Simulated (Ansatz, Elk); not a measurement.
**How far do independent atoms describe K3F?**

The structure of K3F used here is made up (a known structure type with other elements) and was relaxed beforehand with r2SCAN. The aim is the Fourier transform of its all-electron density, F(hkl), set beside the sum over free spherical atoms that refinements use.

Main program and level: Elk 11.2.3 (patched build); DFT, PBE, all-electron APW+lo, Dirac cores, scalar-relativistic bands, static density, no spin.

The structure was built from a prototype and need not be the compound's stable phase.

## 1. The starting structure

Symmetry: P6_3/mmc, No. 194, hexagonal system. The conventional cell has a = 11.170 Å, b = 11.170 Å, c = 3.677 Å, α = 90.00°, β = 90.00°, γ = 120.00°. Nearest to K lie 2 F at 2.73 Å. Nearest to F lie 6 K at 2.73 Å. Farther neighbours and most contacts between anions are not listed.

## 2. Ground state and structure factors

An all-electron density is needed, since X-rays see the cores too. Task 0 finds the density and task 195 Fourier-transforms it; tshift is off so that phases refer to the origin typed.

File elk.in:

```
tasks
  0
  195

xctype
  20

spinpol
  .false.

rgkmax
  7.0

gmaxvr
  14.0

lmaxo
  7

lmaxapw
  8

swidth
  0.002

tshift
  .false.

ramdisk
  .false.

hmaxvr
  5.5

maxscl
  120

epspot
  1e-06

sppath
  './'

avec
  21.10810950526 0.00000000000 -0.00000000000
  -10.55405475263 18.28015905742 0.00000000000
  0.00000000000 -0.00000000000 6.94908146149

atoms
  2
  'K.in'
  6
  0.2286886584 0.4573773168 0.2500000000   0.000000 0.000000 0.000000
  0.2286886584 0.7713113416 0.2500000000   0.000000 0.000000 0.000000
  0.5426226832 0.7713113416 0.2500000000   0.000000 0.000000 0.000000
  0.7713113416 0.5426226832 0.7500000000   0.000000 0.000000 0.000000
  0.7713113416 0.2286886584 0.7500000000   0.000000 0.000000 0.000000
  0.4573773168 0.2286886584 0.7500000000   0.000000 0.000000 0.000000
  'F.in'
  2
  0.3333333333 0.6666666667 0.7500000000   0.000000 0.000000 0.000000
  0.6666666667 0.3333333333 0.2500000000   0.000000 0.000000 0.000000

ngridk
  3 3 6
```

Run with:

```bash
$ OMP_NUM_THREADS=4 elk
```

Numbers of over 12 decimals in the logs are rounded to 6 here.

Log:

```text
┌─────────────────────────┐
│ Elk code version 11.2.3 │
└─────────────────────────┘

All units are atomic (Hartree, Bohr, etc.)

┌─────────────────────────────────────────────────┐
│ Ground-state run starting from atomic densities │
└─────────────────────────────────────────────────┘

Lattice vectors :
   21.10810951       0.000000000      -0.000000000
  -10.55405475       18.28015906       0.000000000
   0.000000000      -0.000000000       6.949081461

Reciprocal lattice vectors :
  0.2976668899      0.1718580590       0.000000000
   0.000000000      0.3437161180       0.000000000
   0.000000000       0.000000000      0.9041749391

Unit cell volume      :    2681.369787
Brillouin zone volume :   0.9250876721E-01

Muffin-tin inner radius fraction :   0.1000000000E-01

Nuclei treated as point charges

Species : 1 (K)
 parameters loaded from : K.in
 name : potassium
 nuclear charge    :   -19.00000000
 electronic charge :    19.00000000
 atomic mass :    71271.84090
 muffin-tin radius :    2.400000000
 number of radial points in muffin-tin :    993
 inner part over the whole radius :   0.9891652203E-02
 number on inner part of muffin-tin    :    697
 approximate nuclear radius :   0.6514746337E-04
 number of mesh points to nuclear radius :    319
 atomic positions (lattice), magnetic fields (Cartesian) :
  1 :   0.22868866  0.45737732  0.25000000    0.00000000  0.00000000  0.00000000
  2 :   0.22868866 -0.22868866  0.25000000    0.00000000  0.00000000  0.00000000
  3 :  -0.45737732 -0.22868866  0.25000000    0.00000000  0.00000000  0.00000000
  4 :  -0.22868866 -0.45737732 -0.25000000    0.00000000  0.00000000  0.00000000
  5 :  -0.22868866  0.22868866 -0.25000000    0.00000000  0.00000000  0.00000000
  6 :   0.45737732  0.22868866 -0.25000000    0.00000000  0.00000000  0.00000000

Species : 2 (F)
 parameters loaded from : F.in
 name : fluorine
 nuclear charge    :   -9.000000000
 electronic charge :    9.000000000
 atomic mass :    34631.97045
 muffin-tin radius :    2.000000000
 number of radial points in muffin-tin :    593
 inner part over the whole radius :   0.9949055222E-02
 number on inner part of muffin-tin    :    410
 approximate nuclear radius :   0.5278478738E-04
 number of mesh points to nuclear radius :    175
 atomic positions (lattice), magnetic fields (Cartesian) :
  1 :   0.33333333 -0.33333333 -0.25000000    0.00000000  0.00000000  0.00000000
  2 :  -0.33333333  0.33333333  0.25000000    0.00000000  0.00000000  0.00000000

Total number of atoms per unit cell :    8
Total muffin-tin volume :    414.4556580
 ratio of muffin-tin to unit cell volume :   0.1545686313

Spin treatment :
 spin-unpolarised

Number of Bravais lattice symmetries :   24
Number of crystal symmetries         :   24
Crystal has inversion symmetry
Real symmetric eigensolver will be used

k-point grid :      3     3     6
k-point offset :    0.000000000       0.000000000       0.000000000
k-point set is reduced with full crystal symmetry group
Total number of k-points :       12

Muffin-tin radius times maximum |G+k| :    7.000000000
 using average radius
Maximum |G+k| for APW functions       :    3.043478261
Maximum (1/2)|G+k|²                   :    4.631379962
Maximum |G| for potential and density :    14.00000000
Constant for pseudocharge density :    8
 order of it for each species :   15  15
 order of it for pair densities of each species (exact exchange by exxq0 0: 16) :   11   6
Radial integration step length :    1

G-vector grid sizes :     96    96    32
Number of G-vectors :   124405

Maximum angular momentum used for
 APW functions            :    8
 outer part of muffin-tin :    7
 inner part of muffin-tin :    2

Total nuclear charge    :   -132.0000000
Total core charge       :    64.00000000
Total valence charge    :    68.00000000
Total excess charge     :    0.000000000
Total electronic charge :    132.0000000

Effective Wigner radius, rₛ :    1.692640483

Number of empty states         :     32
[...]
electron-nuclear            :     -8449.8830046167
 Hartree                     :      1353.0531286221
 Madelung                    :     -4556.8333165863
 xc potential                :     -302.70982298004
 exchange                    :     -216.92363983882
 correlation                 :     -5.146350
 electron entropic           :    -0.96066359168135E-03
 total energy                :     -3813.4798645387

Density of states at Fermi energy :    67.44035916
 (states/Hartree/unit cell)

Estimated indirect band gap :   0.7961934621E-02
 from k-point 1 to k-point 8
Estimated direct band gap   :   0.8687885075E-02
 at k-point 1

Charges :
 core                        :    64.00000000
 valence                     :    68.00000000
 interstitial                :    8.100433860
 muffin-tins (core leakage)
  species : 1 (K)
[...]
species : 2 (F)
[...]
total in muffin-tins        :    123.8995661
 total calculated charge     :    131.9998483
 total charge                :    132.0000000
 error                       :   0.1516714208E-03

RMS change in Kohn-Sham potential (target) :   0.6721916440     (  0.1000000000E-05)
Absolute change in total energy (target)   :   0.6889745565E-01 (  0.1000000000E-03)

[... loops 3 to 15 left out ...]

┌──────────────────┐
│ Loop number : 16 │
└──────────────────┘

Energies :
 Fermi                       :     0.46057075841210E-01
 sum of occupied eigenvalues :     -2203.8459113314
 electron kinetic            :      3837.3716653989
 core electron kinetic       :      3576.8917856489
 Coulomb                     :     -7428.6029167043
 Coulomb potential           :     -5754.8091865003
 nuclear-nuclear             :     -335.55294166235
 electron-nuclear            :     -8438.5404583821
 Hartree                     :      1345.4904833401
 Madelung                    :     -4551.1983234542
 xc potential                :     -286.40839023007
 exchange                    :     -216.32762507501
 correlation                 :     -5.141018
 electron entropic           :    -0.14049648758428E-02
 total energy                :     -3812.7012990120

Density of states at Fermi energy :    104.2963237
 (states/Hartree/unit cell)

Estimated indirect band gap :   0.3336524722E-02
 from k-point 4 to k-point 9
Estimated direct band gap   :   0.5628839721E-02
 at k-point 4

Charges :
 core                        :    64.00000000
 valence                     :    68.00000000
 interstitial                :    8.503083929
 muffin-tins (core leakage)
  species : 1 (K)
[...]
species : 2 (F)
[...]
total in muffin-tins        :    123.4969161
 total calculated charge     :    131.9998479
 total charge                :    132.0000000
 error                       :   0.1520550839E-03

RMS change in Kohn-Sham potential (target) :   0.2777237139E-06 (  0.1000000000E-05)
Absolute change in total energy (target)   :   0.4289024082E-04 (  0.1000000000E-03)

Convergence targets achieved

┌──────────────────┐
│ Loop number : 17 │
└──────────────────┘

Energies :
 Fermi                       :     0.46057174411371E-01
 sum of occupied eigenvalues :     -2203.8458851374
 electron kinetic            :      3837.3716913186
 core electron kinetic       :      3576.8917982969
 Coulomb                     :     -7428.6029146570
 Coulomb potential           :     -5754.8091886133
 nuclear-nuclear             :     -335.55294166235
 electron-nuclear            :     -8438.5404520488
 Hartree                     :      1345.4904790542
 Madelung                    :     -4551.1983203503
 xc potential                :     -286.40838784263
 exchange                    :     -216.32762471025
 correlation                 :     -5.141018
 electron entropic           :    -0.14049665836193E-02
 total energy                :     -3812.7012706547

Density of states at Fermi energy :    104.2965436
 (states/Hartree/unit cell)

Estimated indirect band gap :   0.3336497450E-02
 from k-point 4 to k-point 9
Estimated direct band gap   :   0.5628721943E-02
 at k-point 4

Charges :
 core                        :    64.00000000
 valence                     :    68.00000000
 interstitial                :    8.503084500
 muffin-tins (core leakage)
  species : 1 (K)
[...]
atom 6                    :    17.58948301     ( -0.1017553171E-06)
  species : 2 (F)
   atom 1                    :    8.980008717     ( -0.2954232348E-06)
   atom 2                    :    8.980008717     ( -0.2954232348E-06)
 total in muffin-tins        :    123.4969155
 total calculated charge     :    131.9998479
 total charge                :    132.0000000
 error                       :   0.1520551371E-03

┌──────────────────────────────┐
│ Self-consistent loop stopped │
└──────────────────────────────┘

Wrote STATE.OUT
```

Elapsed: 94 s, on 4 threads of INTEL XEON PLATINUM 8581C at 2.10GHz (Emerald Rapids), shared host; peak memory 0.67 GiB.

SFACRHO.OUT:

```text

h k l indices transformed by vhmat matrix:
   1.000000000       0.000000000       0.000000000    
   0.000000000       1.000000000       0.000000000    
   0.000000000       0.000000000       1.000000000    

      h      k      l  multipl.   |H|            Re(F)            Im(F)           |F|

      0      0      0      1   0.0000000       132.00000      0.29062206E-15   132.00000    
      1      0      0      6  0.34371612      -34.361819      0.93028702E-14   34.361819    
     -1     -1      0      6  0.59533378       24.815692     -0.28684937E-14   24.815692    
     -2      0      0      6  0.68743224      -43.967503      0.50002928E-13   43.967503    
      0      0      1      2  0.90417494      0.76748855E-14 -0.58142939E-14  0.96285970E-14
     -1     -2      0     12  0.90938737       42.361629      0.24420034E-13   42.361629    
      1     -1      1      6  0.96730196       39.051251      0.11047158E-13   39.051251    
      0     -1      1      6  0.96730196      -39.051251     -0.25582893E-13   39.051251    
      3     -3      0      6   1.0311484      -28.910440     -0.91496417E-13   28.910440    
      2     -1      1     12   1.0825685     -0.87636862E-08  0.22094317E-13  0.87636862E-08
      2     -2      1      6   1.1358237       43.389200      0.17442882E-13   43.389200    
     -2      0     -1      6   1.1358237      -43.389200     -0.52328645E-14   43.389200    
     -2     -2      0      6   1.1906676       3.4977713     -0.62226081E-14   3.4977713    
      4     -3      0     12   1.2392861      -39.774574     -0.77911538E-13   39.774574    
      1      2     -1     12   1.2823875       20.677468      0.16861452E-13   20.677468    
     -1      3      1     12   1.2823875      -20.677468      0.58142939E-15   20.677468    
     -3      3      1      6   1.3714223       69.472101     -0.84888691E-13   69.472101    
      0     -3     -1      6   1.3714223      -69.472101     -0.46514351E-13   69.472101
```

Elk indexes on the primitive cell of elk.in and gives |H| = 4π sin θ/λ in inverse bohr. Below, one row stands for each form hkl of the conventional cell (m members, Friedel mates merged), F is for one primitive cell and the density is static (no thermal factor). Free-atom factors are Waasmaier and Kirfel's, and R is Σm||F|−|F'||/Σm|F|.

| hkl | m | sin θ/λ (Å⁻¹) | abs F, DFT | neutral atoms | diff. |
| --- | --- | --- | --- | --- | --- |
| 100 | 6 | 0.052 | 34.362 | 34.131 | +0.231 |
| 110 | 6 | 0.089 | 24.816 | 24.297 | +0.518 |
| 200 | 6 | 0.103 | 43.968 | 43.808 | +0.160 |
| 001 | 2 | 0.136 | 0.000 | 0.000 | +0.000 |
| 210 | 12 | 0.137 | 42.362 | 42.721 | -0.359 |
| 101 | 12 | 0.145 | 39.051 | 39.611 | -0.560 |
| 300 | 6 | 0.155 | 28.910 | 29.604 | -0.694 |
| 111 | 12 | 0.163 | 0.000 | 0.000 | +0.000 |
| 201 | 12 | 0.171 | 43.389 | 42.877 | +0.512 |
| 220 | 6 | 0.179 | 3.498 | 2.983 | +0.515 |
| 310 | 12 | 0.186 | 39.775 | 39.459 | +0.316 |
| 211 | 24 | 0.193 | 20.677 | 20.297 | +0.381 |
| 301 | 12 | 0.206 | 69.472 | 69.330 | +0.142 |
| 400 | 6 | 0.207 | 52.804 | 52.880 | -0.076 |
| 221 | 12 | 0.225 | 0.000 | 0.000 | +0.000 |
| 320 | 12 | 0.225 | 11.453 | 11.289 | +0.164 |
| 311 | 24 | 0.231 | 53.021 | 52.753 | +0.267 |
| 410 | 12 | 0.237 | 8.523 | 8.319 | +0.205 |
| 401 | 12 | 0.247 | 13.887 | 13.735 | +0.152 |
| 500 | 6 | 0.258 | 18.671 | 18.640 | +0.031 |
| 321 | 24 | 0.263 | 20.636 | 20.657 | -0.022 |
| 330 | 6 | 0.269 | 78.809 | 78.572 | +0.237 |

## 3. The highest occupied states alone

An energy window below the Fermi level keeps the highest occupied states, to see at which angles they scatter; shallow core shells can lie inside it and anion s states outside. No new self-consistency is needed.

elk.in, as its differences from that of step 2:

```diff
@@ -1,3 +1,2 @@
 tasks
-  0
   195
@@ -40,2 +39,5 @@
 
+wsfac
+  -0.394930 0.346060
+
 sppath
```

Run with:

```bash
$ OMP_NUM_THREADS=4 elk
```

Log:

```text
┌─────────────────────────────────┐
│ Elk code version 11.2.3 started │
└─────────────────────────────────┘

Info(readinput): the functional depends on the density's gradient
 muffin-tin radial points multiplied by    2.00000
 (not where nrmtscf is given)

┌────────────────────┐
│ Current task : 195 │
└────────────────────┘

Info(sfacrho): density structure factors written to SFACRHO.OUT

 Energy window :  -0.3949300000      0.3460600000

┌──────────────────┐
│ Elk code stopped │
└──────────────────┘
```

Run time: 31 s. Hardware: 4 threads; peak memory 0.33 GiB; 32 s of CPU time.

States within 12 eV below the Fermi level hold 16.00 electrons; any levels below the window count with the cores. Their amplitudes can exceed the total, where window and core parts have opposite phase:

| hkl | sin θ/λ (Å⁻¹) | abs F, window | abs F, all |
| --- | --- | --- | --- |
| 100 | 0.052 | 5.832 | 34.362 |
| 110 | 0.089 | 9.718 | 24.816 |
| 200 | 0.103 | 4.740 | 43.968 |
| 001 | 0.136 | 0.000 | 0.000 |
| 210 | 0.137 | 4.501 | 42.362 |
| 101 | 0.145 | 7.548 | 39.051 |
| 300 | 0.155 | 8.521 | 28.910 |
| 111 | 0.163 | 0.000 | 0.000 |
| 201 | 0.171 | 6.902 | 43.389 |
| 220 | 0.179 | 7.718 | 3.498 |

## 4. Another functional

The difference from free atoms is small, so it is set against the change that PBEsol makes.

elk.in, as its differences from that of step 3:

```diff
@@ -1,2 +1,3 @@
 tasks
+  0
   195
@@ -4,3 +5,3 @@
 xctype
-  20
+  22
 
@@ -39,5 +40,2 @@
 
-wsfac
-  -0.394930 0.346060
-
 sppath
```

Run with:

```bash
$ OMP_NUM_THREADS=4 elk
```

Log:

```text
┌─────────────────────────┐
│ Elk code version 11.2.3 │
└─────────────────────────┘

All units are atomic (Hartree, Bohr, etc.)

┌─────────────────────────────────────────────────┐
│ Ground-state run starting from atomic densities │
└─────────────────────────────────────────────────┘

Lattice vectors :
   21.10810951       0.000000000      -0.000000000
  -10.55405475       18.28015906       0.000000000
   0.000000000      -0.000000000       6.949081461

Reciprocal lattice vectors :
  0.2976668899      0.1718580590       0.000000000
[...]
valence                     :    68.00000000
 interstitial                :    8.554726683
 muffin-tins (core leakage)
  species : 1 (K)
[...]
species : 2 (F)
   atom 1                    :    8.966446098     ( -0.2954215654E-06)
   atom 2                    :    8.966446098     ( -0.2954215654E-06)
 total in muffin-tins        :    123.4452733
 total calculated charge     :    131.9998467
 total charge                :    132.0000000
 error                       :   0.1532535091E-03

┌──────────────────────────────┐
│ Self-consistent loop stopped │
└──────────────────────────────┘

Wrote STATE.OUT
[key lines of the parts left out:]
total energy                :     -3807.3227582096
```

It took 94 s on 4 threads; peak memory 0.64 GiB; 3.9 min of CPU time.

Against the first run R = 0.05 %; the largest change is -0.063 at 002.

## 5. A coarser k-mesh

About half the k-points along each axis test the sampling.

elk.in, as its differences from that of step 4:

```diff
@@ -5,3 +5,3 @@
 xctype
-  22
+  20
 
@@ -64,2 +64,2 @@
 ngridk
-  3 3 6
+  2 2 3
```

Run with:

```bash
$ OMP_NUM_THREADS=4 elk
```

Log:

```text
┌─────────────────────────┐
│ Elk code version 11.2.3 │
└─────────────────────────┘

All units are atomic (Hartree, Bohr, etc.)

┌─────────────────────────────────────────────────┐
│ Ground-state run starting from atomic densities │
└─────────────────────────────────────────────────┘

Lattice vectors :
   21.10810951       0.000000000      -0.000000000
  -10.55405475       18.28015906       0.000000000
   0.000000000      -0.000000000       6.949081461

Reciprocal lattice vectors :
  0.2976668899      0.1718580590       0.000000000
[...]
valence                     :    68.00000000
 interstitial                :    8.500363944
 muffin-tins (core leakage)
  species : 1 (K)
[...]
species : 2 (F)
   atom 1                    :    8.979694523     ( -0.2954231060E-06)
   atom 2                    :    8.979694523     ( -0.2954231060E-06)
 total in muffin-tins        :    123.4996361
 total calculated charge     :    131.9998514
 total charge                :    132.0000000
 error                       :   0.1485782634E-03

┌──────────────────────────────┐
│ Self-consistent loop stopped │
└──────────────────────────────┘

Wrote STATE.OUT
[key lines of the parts left out:]
total energy                :     -3812.6916129883
```

Elapsed: 64 s, on 4 threads; peak memory 0.61 GiB; 1.9 min of CPU time.

Against the first run R = 0.00 %; the largest change is +0.015 at 200.

## 6. Settings against the effect

| run | R against the first run (%) | R against neutral atoms, low angle (%) | wall time |
| --- | --- | --- | --- |
| PBE, rgkmax 7 | 0.00 | 0.69 | 94 s |
| PBEsol | 0.05 | 0.62 | 94 s |
| k-mesh 2×2×3 | 0.00 | 0.69 | 64 s |

## 7. Results

```json
{
 "R against neutral atoms, sin θ/λ < 0.3 Å⁻¹": "0.69 %",
 "R against neutral atoms, 0.3 to 0.56 Å⁻¹": "0.13 %"
}
```

Independent neutral atoms miss the calculated amplitudes by R = 0.69 % below 0.3 Å⁻¹ and 0.13 % from there to 0.56 Å⁻¹; by shells, 1.03 % below 0.15 Å⁻¹ (5 forms), 0.62 % 0.15 to 0.3 (22 forms), 0.16 % 0.3 to 0.45 (50 forms), 0.10 % above 0.45 (60 forms). Bonding, aspherical density and the tables' own atoms all enter these figures, and the runs don't part them. The largest change of an amplitude is -0.69 electrons, at 300. Weak lines can change much in proportion: 220 goes from 2.98 to 3.50. The window's part falls from 16.0 electrons at the origin to at most 1.93 between 0.45 and 0.56 Å⁻¹, where compact states inside the window still scatter. Below 0.3 Å⁻¹ the changes that finished (PBEsol and k-mesh 2×2×3) move F by R = 0.08 % at most, against the 0.69 % that separates it from free atoms. The basis has no finished test. Part of the difference isn't bonding: the tables are fits to free atoms and ions calculated by other methods than this functional. Thermal motion, anomalous dispersion and extinction are left out.

[Logs are printed without paths, hosts, clocks, repeated set-up lines and the standing remarks that a program may print on its own settings, such as how far it seeks lower states.]

[Hosts, paths, dates, database ids (printed as entryN), source tags and the programs' standing remarks are cut or masked in the printed files.]
